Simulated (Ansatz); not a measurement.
## P2Ir (P2_1/c): the LDA gap against the k mesh of the density

Wanted: the cheapest k mesh of the density that holds the LDA gap of P2Ir (P2_1/c).

Program: Ansatz 0.2.0. Level of theory: DFT, LDA, plane waves, PAW. Values are calculated unless marked as measured.

### 1. The system as given

The structure is monoclinic, space group P2_1/c (No. 14). Conventional cell: a = 5.772 Å, b = 5.807 Å, c = 5.872 Å, α = 90.00°, β = 111.25°, γ = 90.00°. P has 1 P at 2.22 Å and 3 Ir at 2.41 to 2.42 Å nearest. Nearest to P lie 1 P at 2.22 Å and 3 Ir at 2.33 to 2.35 Å. Ir has 6 P at 2.33 to 2.42 Å nearest. Farther neighbours, and contacts between anions beyond the nearest, are not listed.

The cell and positions are those that the Materials Project relaxed with its own functionals (PBE, PBE+U or r2SCAN), kept fixed. The default PAW set here is soft_2. Its files were made with PBE.

### 2. k mesh of the density: 2×2×2

File input.yaml:

```yaml
crystal:
  lattice:
    - [5.7723350975, 0.0, 0.0]
    - [0.0, 5.80673151, 0.0]
    - [-2.1284997265, 0.0, 5.4731408836]
  atoms:
    - { symbol: P, position: [0.1580067, 0.88188186, 0.87028772] }
    - { symbol: P, position: [0.8419933, 0.38188186, 0.62971228] }
    - { symbol: P, position: [0.8419933, 0.11811814, 0.12971228] }
    - { symbol: P, position: [0.1580067, 0.61811814, 0.37028772] }
    - { symbol: P, position: [0.33432299, 0.37720527, 0.18854639] }
    - { symbol: P, position: [0.66567701, 0.87720527, 0.31145361] }
    - { symbol: P, position: [0.66567701, 0.62279473, 0.81145361] }
    - { symbol: P, position: [0.33432299, 0.12279473, 0.68854639] }
    - { symbol: Ir, position: [0.27186641, 0.49883041, 0.79157869] }
    - { symbol: Ir, position: [0.72813359, 0.99883041, 0.70842131] }
    - { symbol: Ir, position: [0.72813359, 0.50116959, 0.20842131] }
    - { symbol: Ir, position: [0.27186641, 0.00116959, 0.29157869] }
kpoints:
  mp_grid: { grid: [2, 2, 2] }
  band_path:
    path:
      - [0.0, 0.0, 0.0]
      - [0.0, 0.5, 0.0]
      - [0.0, 0.5, 0.5]
      - [0.0, 0.0, 0.5]
      - [-0.5, 0.0, 0.5]
      - [-0.5, 0.5, 0.5]
      - [-0.5, 0.5, 0.0]
      - [-0.5, 0.0, 0.0]
    npoints: 1
hamiltonian:
  xc: lda
scf:
  occupations: { method: fixed }
  n_extra_bands: 8
output:
  eigenvalues: true
  forces: true
  stress: true
```

The run is started by

```bash
$ ansatz run input.yaml --threads 24 --pin off --max-ram 82944MiB --backend cuda --events-out ev --progress --plain --runs-dir out --devices 1 --max-vram 78GiB
```

The log of the run:

```text
scf.n_extra_bands = 8 over 54 filled bands (N_el = 108.0): the run solves 62 bands
GPUs: using 1 of 1 available (devices: 1).
Engine: ansatz 0.2.0, aarch64-unknown-linux-gnu
Pseudopotentials: kind: paw
Pseudopotential: P, paw, valence charge 5, recommended cutoff 420 eV (normal), P.paw.azcp
Pseudopotential: Ir, paw, valence charge 17, recommended cutoff 420 eV (normal), Ir.paw.azcp
Functional definition: SPW92
  exchange = slater_x
  correlation = pw_c
device memory: the entry about to start is reckoned to put 10.5 GiB on a device that reports 181.8 GiB free (of which the cap on the GPU budget leaves the run 78.0 GiB)
GPU FFT provider: cuFFT
GPU libraries: cuBLAS 13.8.1, cuFFT 12.4.0, cuSOLVER 12.3.2
GPU matrix products: emulated (plane waves: as basis.precision tells), large ones in fixed point in workspaces of 1.00 GiB
Crystal: 12 atoms, lattice volume = 183.451 Å³
Basis set: ecut = 420 eV, 3599 PW (Γ)
Bands: 62, of which v1, the nominal top of the filled ones, is band 54 counted from 1 (53 counted from 0)
Symmetry: 4 space group operations
Space group: P21/c (ITA 14), of the structure as read, at distance tolerance 5.7e-5 Å
k-points: 8
Non-local potential: P, projectors of the file, l = 0: 2, l = 1: 2, l = 2: 2
Non-local potential: Ir, projectors of the file, l = 0: 3, l = 1: 2, l = 2: 2, l = 3: 1
PAW form: soft (Blöchl's): semilocal exchange-correlation on the pseudo side does not see the compensation charge
PAW frozen core: P, regenerated for the run's functional, and the local potential with it (the file was generated under x = pbe(κ = 0.804, μ = 0.219515), c = pbe(β = 0.066725))
PAW frozen core: Ir, regenerated for the run's functional, and the local potential with it (the file was generated under x = pbe(κ = 0.804, μ = 0.219515), c = pbe(β = 0.066725))
PAW one-centre angular grid: P, 110 points (default); XC on 64 Gauss nodes
PAW one-centre angular grid: Ir, 590 points (default); XC on 64 Gauss nodes
Initial density: superposition of atomic densities (neutral atoms: chi_scale 0, normalization atom), corrected by the library's trained network
Initial wavefunctions: pseudopotential atomic-orbital guess
GPU buffer pool allocated for 64000 grid points (all kernels)
GPU transforms: local potential and band sums: pruned to the plane-wave sphere, on 40×40×40
Functional: x = slater, c = lda
SCF iter   1: F=—  HF=-52470.750192 eV  |F-HF|=—  |Δ(HF+E_count)|=         —  Δρ=7.30e-3  dr2=7.48e-2  ethr=1.77e-3  ⟨swp⟩=4.8  Hψ=1747  notcnv=0  defer=43
preconditioner: auto → Resta (q_TF=auto, 2.498 Å⁻¹)  ε∞=10.6  [insulator: Δε(μ)=0.625 eV  Ē_g=7.700 eV  n_scr=52 (ndim 8)  ℏωp=23.9 eV  f_vac=0.000  ε∞_Penn≈10.6]
SCF iter   2: F=—  HF=-52470.731442 eV  |F-HF|=—  |Δ(HF+E_count)|=   1.88e-2  Δρ=4.05e-3  dr2=2.40e-2  ethr=6.93e-5  ⟨swp⟩=2.2  Hψ=723  notcnv=0  defer=48
SCF iter   3: F=—  HF=-52470.724099 eV  |F-HF|=—  |Δ(HF+E_count)|=   7.34e-3  Δρ=5.00e-4  dr2=4.21e-4  ethr=2.22e-5  ⟨swp⟩=2.9  Hψ=833  notcnv=0  defer=48
SCF iter   4: F=—  HF=-52470.724176 eV  |F-HF|=—  |Δ(HF+E_count)|=   7.64e-5  Δρ=2.26e-4  dr2=1.29e-4  ethr=3.90e-7  ⟨swp⟩=2.0  Hψ=733  notcnv=0  defer=48
SCF iter   5: F=—  HF=-52470.723778 eV  |F-HF|=—  |Δ(HF+E_count)|=   3.98e-4  Δρ=6.73e-5  dr2=1.06e-5  ethr=1.20e-7  ⟨swp⟩=2.0  Hψ=702  notcnv=0  defer=33
SCF iter   6: F=—  HF=-52470.723898 eV  |F-HF|=—  |Δ(HF+E_count)|=   1.20e-4  Δρ=1.59e-5  dr2=4.86e-7  ethr=9.81e-9  ⟨swp⟩=2.0  Hψ=694  notcnv=0  defer=26
SCF iter   7: F=-52470.723898 eV  HF=-52470.723898 eV  |F-HF|=3.64e-9  |Δ(HF+E_count)|=   1.15e-8  Δρ=3.53e-6  dr2=2.37e-8  ethr=9.26e-11  ⟨swp⟩=13.1  Hψ=2365  notcnv=0
SCF 1 converged in 7 iterations: F = -52470.723898 eV  dr2 = 2.37e-8
[...]
device memory: the entry about to start is reckoned to put 8.2 GiB on a device that reports 176.8 GiB free (of which the cap on the GPU budget leaves the run 78.0 GiB)
NSCF: frozen V_eff on 8 k-points
SCF converged after 7 iterations
Free energy (F): -52470.723898 eV
Harris-Foulkes:  -52470.723898 eV  (|F-HF|=3.64e-9)
Internal energy: -52470.723898 eV  (E = F + TS)
E sigma→0 (E₀):  -52470.723898 eV
Fermi energy:    13.772922 eV
--- Per-component energies (eV) ---
  E_band       = -824.050842
  E_kinetic    = 3073.752191
  E_local      = -8176.934417  (includes V_loc(G=0)·N_el)
  E_nonlocal   = 591.244170
  E_hartree    = 3203.390942
  E_xc         = -1565.548721
  E_vxc        = -1700.336476  (∫ρ·V_xc dr)
  E_paw        = -40132.460763  (= ΣΔE_a)
  E_vpaw       = -1018.559059  (= ΣTr[D̂ρ^β])
  E_aug_tail   = 0.000227  (compensation charges beyond the density's cutoff)
  E_ewald      = -9466.752748
  E_core_change = 2.585221  (= ΣΔE_core)
  E_smearing   = -0.000000  (= −TS)
  E_closure    = 0.000000  (closes the sum)
  Σ components = -52470.723898   (vs F -52470.723898, Δ=0.00e0)
--- Forces (eV/Å), atoms counted from 1 ---
  atom   1  P     -0.32652712    -0.38621895     0.22881451
  atom   2  P      0.32652712    -0.38621895    -0.22881451
  atom   3  P      0.32652712     0.38621895    -0.22881451
  atom   4  P     -0.32652712     0.38621895     0.22881451
  atom   5  P      0.37989080    -0.35908802    -0.20165257
  atom   6  P     -0.37989080    -0.35908802     0.20165257
  atom   7  P     -0.37989080     0.35908802     0.20165257
  atom   8  P      0.37989080     0.35908802    -0.20165257
  atom   9  Ir     0.12090920     0.09436241     0.02426124
  atom  10  Ir    -0.12090920     0.09436241    -0.02426124
  atom  11  Ir    -0.12090920    -0.09436241    -0.02426124
  atom  12  Ir     0.12090920    -0.09436241     0.02426124
  max |Σ_I F_I| component: 1.11e-16 eV/Å
--- Stress (GPa, compression-positive) ---
       -5.876530       0.000000      -0.909633
        0.000000      -6.216268       0.000000
       -0.909633       0.000000      -6.507092
  P = ⅓ Tr σ = -6.2000 GPa (-62.000 kbar)
--- Band table (eV; the first three rows and the last of 8) ---
  k-point 0: bands = [... 50 lower, 11.7407, 12.1419, 12.3058, 12.4710, 14.3765, 15.1737, 16.1162, 16.4982, ... 4 higher]
  k-point 1: bands = [... 50 lower, 11.9231, 11.9231, 13.3010, 13.3010, 15.1123, 15.1123, 15.8214, 15.8214, ... 4 higher]
  k-point 2: bands = [... 50 lower, 12.6706, 12.6706, 13.2194, 13.2194, 15.0348, 15.0348, 16.3570, 16.3570, ... 4 higher]
  k-point 7: bands = [... 50 lower, 12.9999, 12.9999, 13.7729, 13.7729, 15.3657, 15.3657, 16.1458, 16.1458, ... 4 higher]
```

Run time: 1.1 s. Hardware: 1 × NVIDIA GB200 (shared by 2 runs) with 24 threads of Arm Neoverse V2, shared host; peak memory 1 GiB.

In the SCF lines HF is the Harris–Foulkes energy and dr2 the Hartree energy of the density residual, in eV; the loop may stop once dr2 is under the threshold and the program's other checks hold. Hψ counts applications of the Hamiltonian.

Numbers from this step:

```yaml
pressure: -6.200 GPa
gap: 0.6036 eV
valence_top_at: E
conduction_bottom_at: Γ
least_direct_gap: 1.521 eV
```

The gap is indirect, with the least direct gap 0.92 eV higher.

### 3. k mesh of the density: 4×4×4 (the default)

Changes to input.yaml since step 2:

```diff
@@ -19,3 +19,3 @@
 kpoints:
-  mp_grid: { grid: [2, 2, 2] }
+  mp_grid: { grid: [4, 4, 4] }
   band_path:
@@ -26,7 +26,10 @@
       - [0.0, 0.0, 0.5]
+      - [0.0, 0.0, 0.0]
       - [-0.5, 0.0, 0.5]
       - [-0.5, 0.5, 0.5]
+      - [0.0, 0.5, 0.0]
       - [-0.5, 0.5, 0.0]
       - [-0.5, 0.0, 0.0]
-    npoints: 1
+      - [0.0, 0.0, 0.0]
+    npoints: 10
 hamiltonian:
@@ -34,3 +37,3 @@
 scf:
-  occupations: { method: fixed }
+  occupations: { method: fermi_dirac, width: 0.02 }
   n_extra_bands: 8
```

The log of the run:

```text
[...]
GPUs: using 1 of 1 available (devices: 1).
[...]
GPU FFT provider: cuFFT
GPU libraries: cuBLAS 13.8.1, cuFFT 12.4.0, cuSOLVER 12.3.2
[...]
Crystal: 12 atoms, lattice volume = 183.451 Å³
Basis set: ecut = 420 eV, 3599 PW (Γ)
Bands: 62, of which v1, the nominal top of the filled ones, is band 54 counted from 1 (53 counted from 0)
[...]
k-point 0: bands = [... 50 lower, 11.7532, 12.1566, 12.3436, 12.4760, 14.3842, 15.1850, 16.1156, 16.5011, ... 4 higher]
  k-point 1: bands = [... 50 lower, 11.9313, 12.0072, 12.5784, 12.9211, 14.6599, 15.1509, 16.1093, 16.2192, ... 4 higher]
  k-point 2: bands = [... 50 lower, 11.9370, 11.9370, 13.3082, 13.3082, 15.1219, 15.1219, 15.8258, 15.8258, ... 4 higher]
  k-point 29: bands = [... 50 lower, 12.9944, 12.9944, 13.7679, 13.7679, 15.3879, 15.3879, 16.1485, 16.1485, ... 4 higher]
[key lines of the parts left out:]
SCF converged after 6 iterations
Free energy (F): -52471.004919 eV
Fermi energy:    14.083144 eV
P = ⅓ Tr σ = -6.1112 GPa (-61.112 kbar)
```

Run time: 1.5 s. Hardware: 1 × NVIDIA GB200 (shared by 2 runs) with 24 threads; peak memory 1.1 GiB.

This step gave:

- pressure: -6.111 GPa
- gap: 0.6163 eV
- valence top at: E
- conduction bottom at: Γ
- least direct gap: 1.526 eV

The gap is 0.616 eV, +0.013 eV from the run before at this level.

### 4. k mesh of the density: 6×6×6

Changes to input.yaml since step 3:

```diff
@@ -19,3 +19,3 @@
 kpoints:
-  mp_grid: { grid: [4, 4, 4] }
+  mp_grid: { grid: [6, 6, 6] }
   band_path:
@@ -26,10 +26,7 @@
       - [0.0, 0.0, 0.5]
-      - [0.0, 0.0, 0.0]
       - [-0.5, 0.0, 0.5]
       - [-0.5, 0.5, 0.5]
-      - [0.0, 0.5, 0.0]
       - [-0.5, 0.5, 0.0]
       - [-0.5, 0.0, 0.0]
-      - [0.0, 0.0, 0.0]
-    npoints: 10
+    npoints: 1
 hamiltonian:
@@ -37,3 +34,3 @@
 scf:
-  occupations: { method: fermi_dirac, width: 0.02 }
+  occupations: { method: fixed }
   n_extra_bands: 8
```

The log of the run:

```text
[...]
GPUs: using 1 of 1 available (devices: 1).
[...]
GPU FFT provider: cuFFT
GPU libraries: cuBLAS 13.8.1, cuFFT 12.4.0, cuSOLVER 12.3.2
[...]
Crystal: 12 atoms, lattice volume = 183.451 Å³
Basis set: ecut = 420 eV, 3599 PW (Γ)
Bands: 62, of which v1, the nominal top of the filled ones, is band 54 counted from 1 (53 counted from 0)
[...]
k-point 0: bands = [... 50 lower, 11.7530, 12.1564, 12.3434, 12.4759, 14.3841, 15.1850, 16.1156, 16.5009, ... 4 higher]
  k-point 1: bands = [... 50 lower, 11.8509, 12.0614, 12.4050, 12.6494, 14.5255, 15.1634, 16.1275, 16.3957, ... 4 higher]
  k-point 2: bands = [... 50 lower, 11.9430, 12.0045, 12.8248, 13.2325, 14.8124, 15.1593, 15.9993, 16.0444, ... 4 higher]
  k-point 79: bands = [... 50 lower, 12.9945, 12.9945, 13.7681, 13.7681, 15.3878, 15.3878, 16.1484, 16.1484, ... 4 higher]
[key lines of the parts left out:]
SCF converged after 7 iterations
Free energy (F): -52471.003794 eV
Fermi energy:    13.768127 eV
P = ⅓ Tr σ = -6.1081 GPa (-61.081 kbar)
```

The job ended after 1.7 s (1 × NVIDIA GB200 (shared by 2 runs) with 24 threads; peak memory 1 GiB; 4.4 s of CPU time).

This step gave:

```
pressure             : -6.108 GPa
gap                  : 0.6160 eV
valence top at       : E
conduction bottom at : Γ
least direct gap     : 1.526 eV
```

The gap is 0.616 eV, as in the run before at this level.

### 5. The series

Differences are against the last row; a negative gap means that bands overlap, and a run with a band path holds that path's time. Times are wall times on 1 × NVIDIA GB200 (shared by 2 runs) with 24 threads of Arm Neoverse V2, shared host, good to a factor of about two.

| k mesh of the density | gap (eV) | direct gap (eV) | gap error (eV) | energy error (meV/atom) | irreducible k | time |
| --- | --- | --- | --- | --- | --- | --- |
| 2×2×2 | 0.604 | 1.521 | −0.012 | +23.3 | 8 | 1.1 s |
| 4×4×4 | 0.616 | 1.526 | +0.0004 | −0.1 | 30 | 1.5 s |
| 6×6×6 | 0.616 | 1.526 | +0.000 | +0.0 | 80 | 1.7 s |

### 6. Outcome

```
2×2×2 : 0.604 eV
4×4×4 : 0.616 eV
6×6×6 : 0.616 eV
```

The gap holds to 0.02 eV from 2×2×2 on, the cheapest setting tried. At 2×2×2 the gap is off by −0.012 eV and the energy by +23 meV/atom. The gap is read over the mesh and added points near the edges, so meshes differ mainly through the density and, for a hybrid, the exchange operator. The runs have no spin polarisation. For a closed low-spin shell that is the natural state; where a d or f shell is open it is a constraint, and the gap is then not the crystal's own.

[Long decimals in the printed logs are rounded to 6 places.]

[Logs are printed without paths, hosts, clocks, repeated set-up lines and the standing remarks that a program may print on its own settings, such as how far it seeks lower states.]

[Paths, hosts, dates, memory and timing lines, banners, echoed tables and standing remarks are left out of the program output; an Ansatz launch command may be rebuilt from the run's recorded settings. Measured values are a selection of at most five: reports struck by readers or far from the other reports are left out. None is set beside runs whose start may be inverted or whose files or cutoffs have a known fault.]

[Runs of the session that timed out or met a known fault of the program may be left out.]

[Cells called generated may have been cut or substituted from an entry of the Crystallography Open Database or the Materials Project.]

[Hosts, paths, dates, database ids (printed as entryN), source tags and the programs' standing remarks are cut or masked in the printed files.]

[Where the starting crystal was built by hand or by swapping elements, it need not be the compound's stable phase.]
